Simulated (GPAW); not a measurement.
## Dielectric function and optical constants of AlN

Aim: the dielectric function of AlN, and the optical constants that follow from it. The cell comes from an older database entry, whose edges can differ from later determinations, mostly by under a per cent.

Method: DFT, LDA, plane-wave PAW (GPAW data sets), scalar-relativistic, RPA, optical limit, in GPAW 26.7.0.

Most raw output is cut from this account.

The database entry behind the starting cell differs from later determinations by our own check (inner coordinate u about 0.002 short), so it need not match the best structure at ambient conditions.

### Step 1. Set-up

It takes space group P6_3mc (No. 186, hexagonal). Conventional cell: a = 3.113 Å, b = 3.113 Å, c = 4.981 Å, α = 90.00°, β = 90.00°, γ = 120.00°. Nearest to Al lie 4 N at 1.89 Å. N has 4 Al at 1.89 Å nearest. Farther neighbours and most contacts between anions are not listed.

### Step 2. Ground state

The self-consistent density comes first; it also tells whether there is a gap, which decides the occupations and the need for a Drude term.

This step: DFT, LDA, plane-wave PAW (GPAW data sets), scalar-relativistic, ground state (GPAW 26.7.0).

gs.py reads:

```python
from ase import Atoms
from ase.dft.bandgap import bandgap
from gpaw import GPAW, PW, FermiDirac

atoms = Atoms(['Al', 'Al', 'N', 'N'],
              cell=[[3.113000000011, 0.000000000000, 0.000000000000],
                    [-1.556500000006, 2.695937081990, 0.000000000000],
                    [0.000000000000, 0.000000000000, 4.981000000000]],
              scaled_positions=[[0.666666666667, 0.333333333333, 0.500000000000],
                                [0.333333333333, 0.666666666667, 0.000000000000],
                                [0.666666666667, 0.333333333333, 0.880000000000],
                                [0.333333333333, 0.666666666667, 0.380000000000]],
              pbc=[True, True, True])
atoms.calc = GPAW(mode=PW(500), xc='LDA', kpts={'size': (9, 9, 5), 'gamma': True},
                  occupations=FermiDirac(0.05), maxiter=150, txt='gs.txt')
print('energy (eV)', atoms.get_potential_energy())
print('Fermi level (eV)', atoms.calc.get_fermi_level())
print('valence electrons', atoms.calc.get_number_of_electrons())
print('gap (eV)', bandgap(atoms.calc, output=None)[0])
print('direct gap (eV)', bandgap(atoms.calc, direct=True, output=None)[0])
atoms.calc.write('gs.gpw')
```

The run is started by

```
$ OMP_NUM_THREADS=1 python gs.py
```

The job ended after 15 s (1 thread of Arm Neoverse V1, shared host; peak memory 0.16 GiB).

This step gave:

```
energy                 : -31.59 eV
Fermi energy           : 6.782 eV
gap on the k-mesh      : 4.179 eV
direct gap on the mesh : 4.179 eV
electrons              : 16
```

There is a gap, 4.18 eV on this mesh (points off the mesh can give less), so no carriers' term is needed.

### Step 3. Bands for the response

The response needs many more empty bands than the density does.

This step: DFT, LDA, plane-wave PAW (GPAW data sets), scalar-relativistic, bands at fixed density (GPAW 26.7.0).

nscf.py reads:

```python
from ase.dft.bandgap import bandgap
from gpaw import GPAW, FermiDirac

calc = GPAW('gs.gpw').fixed_density(kpts={'size': (12, 12, 6), 'gamma': True}, nbands=36, convergence={'bands': 30},
                                    occupations=FermiDirac(0.001), txt='nscf.txt')
print('gap (eV)', bandgap(calc, output=None)[0])
print('direct gap (eV)', bandgap(calc, direct=True, output=None)[0])
print('top band over the Fermi level (eV)', min(calc.get_eigenvalues(kpt=k)[29] for k in range(len(calc.get_ibz_k_points()))) - calc.get_fermi_level())
calc.write('full.gpw', mode='all')
```

The run is started by

```
$ OMP_NUM_THREADS=1 python nscf.py
```

It took 87 s on 1 thread; peak memory 0.24 GiB.

### Step 4. Dielectric function, RPA

Local fields let the induced charge screen the field inside the cell, which as a rule lowers ε, most along directions where the density is uneven.

This step: DFT, LDA, plane-wave PAW (GPAW data sets), scalar-relativistic, RPA, optical limit (GPAW 26.7.0).

df.py reads:

```python
from gpaw.response.df import DielectricFunction

df = DielectricFunction('full.gpw', frequencies={'type': 'nonlinear', 'domega0': 0.03, 'omega2': 8},
                        ecut=80,
                        eta=0.15,
                        nbands=30,
                        txt='df.txt')
for direction in ['x', 'z']:
    df.get_dielectric_function(xc='RPA', direction=direction, filename=f'df_{direction}.csv')
```

The run is started by

```
$ OMP_NUM_THREADS=1 python df.py
```

The job ended after 13 s (1 thread; peak memory 0.31 GiB).

This step gave:

* electronic dielectric constant ε∞, mean over x, y and z (by symmetry where fewer were run): 4.373
* main peak of Im epsilon, first axis: 7.823 eV

The Im ε has structure finer than the step of the table below, so its rows give means over 0.5 eV, whole bins alone (the curve runs from 0 to 15.0 eV). Peaks (eV: height): E ∥ x 7.85: 8.38, 8.45: 7.03, 12.42: 4.63; E ∥ z 6.87: 8.75, 9.35: 5.94, 12.10: 4.92.

Values under the direct gap are tails of Lorentzian lines. The Im ε by photon energy; means over each step:

```tsv
photon energy (eV)	E ∥ x	E ∥ z
0.5	0.00701	0.00801
1.0	0.0144	0.0165
1.5	0.0228	0.0262
2.0	0.0328	0.0380
2.5	0.0456	0.0534
3.0	0.0635	0.0759
3.5	0.0928	0.117
4.0	0.173	0.273
4.5	0.442	0.707
5.0	0.987	0.843
5.5	1.30	1.75
6.0	2.58	3.97
6.5	4.38	7.01
7.0	6.00	8.38
7.5	7.27	6.90
8.0	7.20	4.86
8.5	6.39	3.65
9.0	4.71	3.90
9.5	4.13	5.44
10.0	3.91	4.87
10.5	4.05	4.21
11.0	3.79	3.20
11.5	3.90	4.20
12.0	4.10	4.78
12.5	4.36	4.13
13.0	4.11	4.06
13.5	3.48	3.06
14.0	3.09	2.64
14.5	3.01	2.51
```

The Re ε by photon energy:

```tsv
photon energy (eV)	E ∥ x	E ∥ z
0.0	4.31	4.49
0.5	4.33	4.50
1.0	4.36	4.54
1.5	4.42	4.61
2.0	4.51	4.72
2.5	4.64	4.87
3.0	4.82	5.08
3.5	5.07	5.38
4.0	5.46	5.88
4.5	5.92	6.50
5.0	6.35	6.92
5.5	6.74	7.73
6.0	7.48	8.46
6.5	8.19	8.58
7.0	6.46	3.86
7.5	5.54	1.90
8.0	1.58	0.363
8.5	1.28	1.61
9.0	0.301	3.01
9.5	0.985	1.58
10.0	1.12	1.05
10.5	1.51	0.250
11.0	0.580	0.837
11.5	1.04	1.58
12.0	0.873	0.522
12.5	-0.117	-0.727
13.0	-0.495	-0.609
13.5	-0.729	-1.25
14.0	-0.920	-0.930
14.5	-1.28	-1.09
```

The loss function −Im 1/ε at q → 0 has structure finer than the step of the table below, so its rows give means over 0.5 eV, whole bins alone (the curve runs from 0 to 15.0 eV). Peaks (eV: height): E ∥ x 10.31: 0.242, 11.03: 0.275, 14.22: 0.304; E ∥ z 8.15: 0.247, 10.95: 0.308, 12.75: 0.274.

Values under the direct gap are tails of Lorentzian lines. Table of loss function −Im 1/ε at q → 0 by energy loss; means over each step:

```tsv
energy loss (eV)	E ∥ x	E ∥ z
0.5	3.7e-4	3.9e-4
1.0	7.6e-4	8.0e-4
1.5	0.00116	0.00123
2.0	0.00161	0.00170
2.5	0.00211	0.00225
3.0	0.00272	0.00293
3.5	0.00359	0.00399
4.0	0.00571	0.00782
4.5	0.0122	0.0173
5.0	0.0233	0.0171
5.5	0.0270	0.0267
6.0	0.0402	0.0444
6.5	0.0529	0.0597
7.0	0.0781	0.0978
7.5	0.0886	0.137
8.0	0.129	0.205
8.5	0.149	0.224
9.0	0.211	0.165
9.5	0.228	0.165
10.0	0.237	0.196
10.5	0.223	0.239
11.0	0.255	0.287
11.5	0.239	0.211
12.0	0.234	0.206
12.5	0.229	0.240
13.0	0.238	0.235
13.5	0.271	0.280
14.0	0.296	0.334
14.5	0.279	0.335
```

Refractive index n and extinction k against photon energy:

```tsv
photon energy (eV)	n, E ∥ x	k, E ∥ x	n, E ∥ z	k, E ∥ z
0	2.08	0	2.12	0
1	2.09	0.00345	2.13	0.00387
2	2.12	0.00769	2.17	0.00871
3	2.20	0.0144	2.25	0.0167
4	2.34	0.0341	2.42	0.0520
5	2.52	0.170	2.63	0.129
6	2.78	0.510	3.01	0.761
7	2.77	1.10	2.57	1.66
8	2.12	1.70	1.63	1.52
9	1.57	1.47	1.95	0.901
10	1.60	1.20	1.71	1.37
11	1.45	1.24	1.42	1.08
12	1.58	1.27	1.64	1.47
13	1.39	1.56	1.39	1.59
14	1.07	1.44	0.959	1.36
```

The reflectivity at normal incidence has structure finer than the step of the table below, so its rows give means over 0.5 eV, whole bins alone (the curve runs from 0 to 15.0 eV). Peaks (eV: height): E ∥ x 7.91: 34.2, 8.58: 33.5, 10.81: 26.3; E ∥ z 6.93: 33.8, 10.31: 29.3, 12.50: 32.8, 13.25: 38.1, 14.68: 36.6.

The reflectivity at normal incidence by photon energy; means over each step:

```tsv
photon energy (eV)	E ∥ x (%)	E ∥ z (%)
0.5	12.3	12.9
1.0	12.4	13.1
1.5	12.6	13.3
2.0	13.0	13.7
2.5	13.4	14.2
3.0	14.0	14.9
3.5	14.8	15.8
4.0	16.1	17.3
4.5	17.6	18.8
5.0	19.1	20.4
5.5	20.4	23.3
6.0	23.5	27.1
6.5	26.7	31.6
7.0	27.9	33.4
7.5	30.4	31.8
8.0	31.8	27.4
8.5	31.2	19.6
9.0	27.6	19.6
9.5	23.6	26.9
10.0	22.3	26.6
10.5	22.3	27.2
11.0	23.2	20.0
11.5	22.5	22.5
12.0	24.1	28.5
12.5	28.7	31.4
13.0	31.3	32.9
13.5	32.4	36.2
14.0	33.0	33.0
14.5	36.5	34.7
```

At chosen wavelengths:

```tsv
wavelength (nm)	n x	k x	R (%) x	1/α x	n z	k z	R (%) z	1/α z
1550	2.08	0.003	12.4	45 µm	2.13	0.003	13.0	40 µm
800	2.10	0.006	12.7	11 µm	2.15	0.006	13.3	10 µm
633	2.12	0.007	12.9	6.7 µm	2.17	0.008	13.6	5.9 µm
450	2.17	0.012	13.7	2.9 µm	2.23	0.014	14.5	2.5 µm
405	2.20	0.015	14.1	2.2 µm	2.26	0.017	15.0	1.8 µm
365	2.24	0.019	14.6	1.5 µm	2.30	0.022	15.6	1.3 µm
248	2.52	0.170	18.9	116 nm	2.63	0.129	20.3	153 nm
```

Below the direct gap, k and the depth come from the tails of the Lorentzian lines, not from transitions.

Rows near the edge hang on the gap, which this functional as a rule makes too small, and phonon-assisted absorption is left out.

At 1064 nm the birefringence n(z) − n(x) is +0.044: the crystal is uniaxial positive at this level.

### Step 5. Results

- electronic dielectric constant ε∞, mean over x, y and z (by symmetry where fewer were run) (RPA): 4.37
- main peak of Im epsilon, first axis: 7.82 eV

**Reading.** At this level (LDA, RPA) AlN has a mean ε∞ = 4.37 and n = 2.08 at 1550 nm (E ∥ x), and Im ε peaks at 7.8 eV (E ∥ x). On the mesh the gap is 4.18 eV and the least direct gap 4.18 eV. Local fields change the static value along x from 4.64 to 4.31 (-7 %). Distinct maxima of Im ε, read by a parabola through the highest points, lie at 7.82 eV (8.4), 8.48 eV (7.0), 10.72 eV (4.6) and 12.39 eV (4.6) for E ∥ x. The static values by axis are 4.31 (x), 4.49 (z). At 1064 nm the birefringence n(z) − n(x) is +0.044: the crystal is uniaxial positive at this level. Excitons and phonon-assisted transitions are missing; LDA gaps are as a rule too small, which pulls the onset down and ε∞ up. The sum runs over mesh points, so small or evenly spaced maxima can still be ripples of the mesh.

[Machine, clock and banner lines and Python warnings are left out of the logs.]

[Logs are printed without paths, hosts, clocks, repeated set-up lines and the standing remarks that a program may print on its own settings, such as how far it seeks lower states.]

[Hosts, paths, dates, database ids (printed as entryN), source tags and the programs' standing remarks are cut or masked in the printed files.]
